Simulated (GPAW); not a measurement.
# linear V chain, spacing 2.466 A: from the magnetic state to anisotropy

One collinear state of linear V chain, spacing 2.466 A is converged, and its anisotropy computed from it.

Calculated with GPAW 26.7.0; LDA; plane waves with GPAW's PAW setups, scalar-relativistic.

### 1. The structure

The cell holds 1 atom: 1 V. Cell: a = 12.000 Å, b = 12.000 Å, c = 2.466 Å, α = 90.0°, β = 90.0°, γ = 90.0°. model lattice. Vacuum lies along a and b. The structure's axis is c.

### 2. Ground-state run

All later steps read the density of this run.

Contents of order1.py:

```python
import json
import numpy as np
from ase import Atoms
from ase.parallel import paropen, parprint
from gpaw import GPAW

atoms = Atoms(['V'],
    cell=[[12.0, 0.0, 0.0],
         [0.0, 12.0, 0.0],
         [0.0, 0.0, 2.466]],
    scaled_positions=[[0.5, 0.5, 0.0]],
    pbc=True,
    magmoms=[1.5])
atoms.calc = GPAW(mode={'name': 'pw', 'ecut': 550},
    xc='LDA',
    kpts={'size': (1, 1, 14), 'gamma': True},
    occupations={'name': 'fermi-dirac', 'width': 0.1},
    convergence={'density': 0.0001, 'energy': 1e-05},
    maxiter=200,
    eigensolver='davidson',
    txt='order1.txt')
e = atoms.get_potential_energy(force_consistent=True)
res = {'free_energy': e, 'energy_sigma0': atoms.get_potential_energy(), 'fermi_energy': atoms.calc.get_fermi_level()}
res['moments'] = atoms.get_magnetic_moments().tolist()
res['total'] = atoms.get_magnetic_moment()
parprint('site moments (muB):', np.round(res['moments'], 3))
parprint(f"total moment: {res['total']:.3f} muB")
parprint(f'free energy: {e:.6f} eV')
atoms.calc.write('order1.gpw')
with paropen('results.json', 'w') as f:
    json.dump(res, f)
```

On the command line:

```bash
$ OMP_NUM_THREADS=1 python3 order1.py > order1.log
```

Numbers of over 12 decimals in the logs are rounded to 6 here.

Output:

```text
site moments (muB): [2.899]
total moment: 3.949 muB
free energy: -4.743394 eV

--- order1.txt ---
Input parameters:
  mode=PW(ecut=550),
  convergence={'density': 0.0001, 'energy': 1e-05},
  eigensolver=Davidson(niter=2),
  kpts=MonkhorstPack(size=(1, 1, 14), gamma=True),
  maxiter=200,
  occupations=Occupations(name='fermi-dirac', width=0.1),
  xc=XC(name='LDA')

Diagonalizing LCAO Hamiltonian
Converting LCAO to pw mode
        .----------------------------.
       /|                            |
      / |                            |
     /  .----------------------------.
    /  /                            /
   /  /                            /
  /  /                            /
 *  /              V             /
 | /                            /
 |/                            /
 *----------------------------*

Atoms  # Å, Bohr magnetons
|   | symbol |        x |        y |        z |    initial magnetic moments |
|---|--------|----------|----------|----------|-----------------------------|
| 0 |      V | 6.000000 | 6.000000 | 0.000000 | ( 0.0000,  0.0000,  1.5000) |

Unit cell  # Å
| periodic |         x |         y |        z |   lengths |    angles |
|----------|-----------|-----------|----------|-----------|-----------|
|      yes | 12.000000 |  0.000000 | 0.000000 | 12.000000 | 90.000000 |
|      yes |  0.000000 | 12.000000 | 0.000000 | 12.000000 | 90.000000 |
|      yes |  0.000000 |  0.000000 | 2.466000 |  2.466000 | 90.000000 |

Number of symmetries: 16

BZ-sampling:
  Number of BZ points: 14
  Number of IBZ points: 8

  Monkhorst-Pack size: [1, 1, 14]
  Monkhorst-Pack shift: [0.0, 0.0, 0.035714]

Plane wave coefficients: 10429
Cutoff: 550.0 eV

Spin-components: 2 (collinear spins)
Bands:           13
Projectors:      6
Spin-degeneracy: 1
Datatype:        complex128

Parallelization:
  kpt:    1
  domain: 1
  band:   1

Density:
  Valence electrons: 13.0
  Components: 2
  Grid points: [70 70 14]
  Charge: 0.0  # |e|

Potential:
  Grid points: [70 70 14]

[... setups left out ...]
Reference energy: -25767.601835  # eV

eigensolver:
  Davidson
  Converge bands: occupied
  niter=2

density mixing:
  MSR1-Mixer
  Pratt-step length: 0.05
  Maximum mixing coefficient: 0.75
  Old densities: 10
  SVD Regularization: 0.005
  Good broyden scale: 1.0
  Trust region scale: 1.0
  Backstep threshold: 4.0
  History deletion threshold: 6.0
  Fourier metric: weight=20.0, sigma=0.015

occupation numbers:
  Fermi-Dirac:
    width: 0.1000  # eV

poisson solver:
  ecut: 4400.0  # eV

xc functional:
  name: None

convergence criteria:
- Maximum integral of absolute [dens]ity change: 0.0001 electrons / valence electron
- Maximum [total energy] change in last 3 cyles: 1e-05 eV / valence electron
- Maximum integral of absolute [eigenst]ate change: 4e-08 eV^2 / valence electron
maximum number of iterations: 200

SCF iterations
|iter     |      energy | eigst |  dens |  magmom |
|---------|-------------|-------|-------|---------|
|iter:   1|       0s |   -5.191861 | +0.34 |       |  +1.5048|
|iter:   2|       1s |   -5.002758 | -0.33 | -0.80 |  +1.5279|
|iter:   3|       2s |   -4.508647 | -0.52 | -0.87 |  +1.6582|
|iter:   4|       3s |   -4.525679 | -0.95 | -1.17 |  +1.8385|
|iter:   5|       3s |   -4.563673 | -1.54 | -1.29 |  +2.1070|
|iter:   6|       4s |   -4.598603 | -1.92 | -1.40 |  +2.5528|
|iter:   7|       5s |   -4.619508 | -2.11 | -1.55 |  +2.9338|
|iter:   8|       6s |   -4.669623 | -2.16 | -1.68 |  +3.5775|
|iter:   9|       6s |   -4.689778 | -2.26 | -1.86 |  +4.2711|
|iter:  10|       7s |   -4.682966 | -2.88 | -1.58 |  +3.7067|
|iter:  11|       8s |   -4.686121 | -2.70 | -1.88 |  +4.3100|
|iter:  12|       9s |   -4.682149 | -2.78 | -1.57 |  +3.6765|
|iter:  13|      10s |   -4.694625 | -3.70 | -1.80 |  +3.9386|
|iter:  14|      10s |   -4.695415 | -4.17 | -2.91 |  +3.9747|
|iter:  15|      11s |   -4.694586 | -4.82 | -2.74 |  +3.9318|
|iter:  16|      12s |   -4.695045 | -5.06 | -2.95 |  +3.9507|
|iter:  17|      13s |   -4.694999 | -5.40 | -4.00c|  +3.9484|
|iter:  18|      13s |   -4.695023c| -5.64 | -4.21c|  +3.9494|
|iter:  19|      14s |   -4.695024c| -5.87 | -5.30c|  +3.9494|
|iter:  20|      15s |   -4.695024c| -6.10 | -5.79c|  +3.9494|
|iter:  21|      16s |   -4.695024c| -6.33 | -5.97c|  +3.9494|
|iter:  22|      16s |   -4.695024c| -6.55 | -6.31c|  +3.9494|
|iter:  23|      17s |   -4.695024c| -6.79 | -6.47c|  +3.9494|
|iter:  24|      18s |   -4.695024c| -7.02 | -6.48c|  +3.9494|
|iter:  25|      19s |   -4.695024c| -7.26 | -6.75c|  +3.9494|
|iter:  26|      19s |   -4.695024c| -7.48c| -6.65c|  +3.9494|

Converged in 26 steps
Energy contributions relative to reference atoms: (reference = -25767.601835)

Energy contributions:
  Kinetic:           0.332164
  Coulomb:           2.975510
  Zero:              0.052438
  External:          0.000000
  Xc:               -8.006766
  Entropy:          -0.096740
  Spinorbit:         0.000000
  ----------------------------
  Free energy:      -4.743394
  Extrapolated:     -4.695024

dipole moment: (0.000000, 0.000000, -5.820010)  # |e|*Ang

Total magnetic moment: (0.000000, 0.000000, 3.949365)

Local magnetic moments
|        x |        y |        z |
|----------|----------|----------|
| 0.000000 | 0.000000 | 2.899296 |  # V    0

Fermi level: -3.306
Eigenvalues  # (at kpt = [0.000, 0.000, 0.000])
| band index |      eig [eV] | occ [0-1] |      eig [eV] | occ [0-1] |
|------------|---------------|-----------|---------------|-----------|
|          0 |       -67.699 |     1.000 |       -64.930 |     1.000 |
|          1 |       -41.858 |     1.000 |       -39.047 |     1.000 |
|          2 |       -41.858 |     1.000 |       -39.047 |     1.000 |
|          3 |       -41.555 |     1.000 |       -38.947 |     1.000 |
|          4 |        -7.123 |     1.000 |        -5.225 |     1.000 |
|          5 |        -5.024 |     1.000 |        -3.047 |     0.070 |
|          6 |        -4.120 |     1.000 |        -1.701 |     0.000 |
|          7 |        -4.120 |     1.000 |        -1.699 |     0.000 |
|          8 |        -2.487 |     0.000 |        -1.443 |     0.000 |
|          9 |        -2.487 |     0.000 |        -1.443 |     0.000 |
|         10 |        -2.111 |     0.000 |         0.334 |     0.000 |
|         11 |        -2.111 |     0.000 |         0.550 |     0.000 |
|         12 |         0.171 |     0.000 |         0.550 |     0.000 |

No gap
No difference between direct/indirect transitions
```

It took 22 s on 1 MPI rank of AMD EPYC 9R45, shared host; peak memory 0.33 GiB.

Read from the output:

* magnetization: 3.949 μB
* final state: ferromagnetic
* largest moment: 2.899 μB

After 26 cycles the largest moment stands at 2.90 μB.

### 3. States for the response

The steps that follow sum over empty states, which the ground-state run does not converge; 13 states a spin are converged here at the frozen density and written with their wave functions.

It starts from the saved density of the parallel state, which is not the lowest.

Contents of nscf.py:

```python
from gpaw import GPAW

calc = GPAW('order1.gpw').fixed_density(
    kpts={'size': (1, 1, 14), 'gamma': True},
    nbands=17,
    convergence={'bands': 13, 'eigenstates': 1e-9},
    parallel={'domain': 1},
    txt='nscf.txt')
calc.write('nscf.gpw', mode='all')
```

On the command line:

```bash
$ OMP_NUM_THREADS=1 python3 nscf.py > nscf.log
```

Output:

```text
Input parameters:
  mode=PW(ecut=550),
  convergence={'bands': 13, 'eigenstates': 1e-09},
  eigensolver=Davidson(niter=2),
  gpts=array([70, 70, 14]),
  kpts=MonkhorstPack(size=(1, 1, 14), gamma=True),
  maxiter=200,
  nbands=17,
  occupations=Occupations(name='fermi-dirac', width=0.1),
  parallel={'domain': 1},
  xc=XC(name='LDA')
```

Run time: 31 s. Hardware: 1 MPI rank; peak memory 0.35 GiB.

### 4. Easy axis by the force theorem

Spin–orbit coupling is added in the basis of the saved states for each direction of the moments. The change in the band energy is the anisotropy energy, with no new self-consistent run.

Contents of anisotropy.py:

```python
import json
import numpy as np
from ase.parallel import paropen, parprint
from gpaw import GPAW
from gpaw.spinorbit import soc_eigenstates

calc = GPAW('nscf.gpw')
angles = [[0.0, 0.0], [90.0, 0.0], [90.0, 90.0], [90.0, 45.0], [54.7356, 45.0], [45.0, 0.0]]  # theta, phi in degrees
res = {'rows': []}
for scale in [1.0]:
    e0 = None
    for theta, phi in angles:
        soc = soc_eigenstates(calc, n2=13, scale=scale, theta=theta, phi=phi)
        e = soc.calculate_band_energy()
        e0 = e if e0 is None else e0
        orbital = soc.get_orbital_magnetic_moments()
        res['rows'].append([scale, theta, phi, 1000 * (e - e0), orbital.tolist()])
        parprint(f'scale {scale} theta {theta:6.1f} phi {phi:6.1f}  dE = {1000 * (e - e0):9.4f} meV  |L| =', np.round(np.linalg.norm(orbital, axis=1), 4))
with paropen('results.json', 'w') as f:
    json.dump(res, f)
```

On the command line:

```bash
$ OMP_NUM_THREADS=1 python3 anisotropy.py > anisotropy.log
```

Output:

```text
scale 1.0 theta    0.0 phi    0.0  dE =    0.0000 meV  |L| = [0.1026]
scale 1.0 theta   90.0 phi    0.0  dE =    0.7129 meV  |L| = [0.0316]
scale 1.0 theta   90.0 phi   90.0  dE =    0.7129 meV  |L| = [0.0316]
scale 1.0 theta   90.0 phi   45.0  dE =    0.7129 meV  |L| = [0.0316]
scale 1.0 theta   54.7 phi   45.0  dE =    0.4745 meV  |L| = [0.0647]
scale 1.0 theta   45.0 phi    0.0  dE =    0.3556 meV  |L| = [0.076]
```

Run time: 1.9 s. Hardware: 1 MPI rank; peak memory 0.2 GiB.

Theta from the Cartesian z axis, phi from x; spin up lies along the direction. Anisotropy, by row:

| spin-orbit scale | theta (degrees) | phi (degrees) | band energy less that along z (meV a cell) | orbital moment of atom 1 along the direction (μB) | sum of orbital moments along the direction (μB a cell) |
| --- | --- | --- | --- | --- | --- |
| 1 | 0 | 0 | 0 | -0.1026 | -0.1026 |
| 1 | 90 | 0 | 0.7129 | -0.03157 | -0.03157 |
| 1 | 90 | 90 | 0.7129 | -0.03157 | -0.03157 |
| 1 | 90 | 45 | 0.7129 | -0.03157 | -0.03157 |
| 1 | 54.74 | 45 | 0.4745 | -0.05532 | -0.05532 |
| 1 | 45 | 0 | 0.3556 | -0.06716 | -0.06716 |

### 5. Results

```yaml
state: ferromagnetic
largest_site_moment: 2.90 μB
spread_of_the_directions_energies: 0.713 meV a cell
easiest_direction_tried: theta 0°, phi 0°
```

In words: About the ferromagnetic state the directions differ by 0.713 meV a cell, with theta 0°, phi 0° easiest. Another order that was tried lies lower, so this state is not the ground state and its excitations are those of a higher state. The anisotropy comes from the force theorem at a frozen potential; it needs a check on a finer mesh, and shape anisotropy is not in it.

[Logs and program files are shortened in this print: banners, set-up blocks, solver, clock and traceback lines can be left out without a mark of their own.]

[Logs are printed without paths, hosts, clocks, repeated set-up lines and the standing remarks that a program may print on its own settings, such as how far it seeks lower states.]

[Hosts, paths, dates, database ids (printed as entryN), source tags and the programs' standing remarks are cut or masked in the printed files.]

[Where a cell is said to come from a database of computed structures, the database is the Materials Project.]
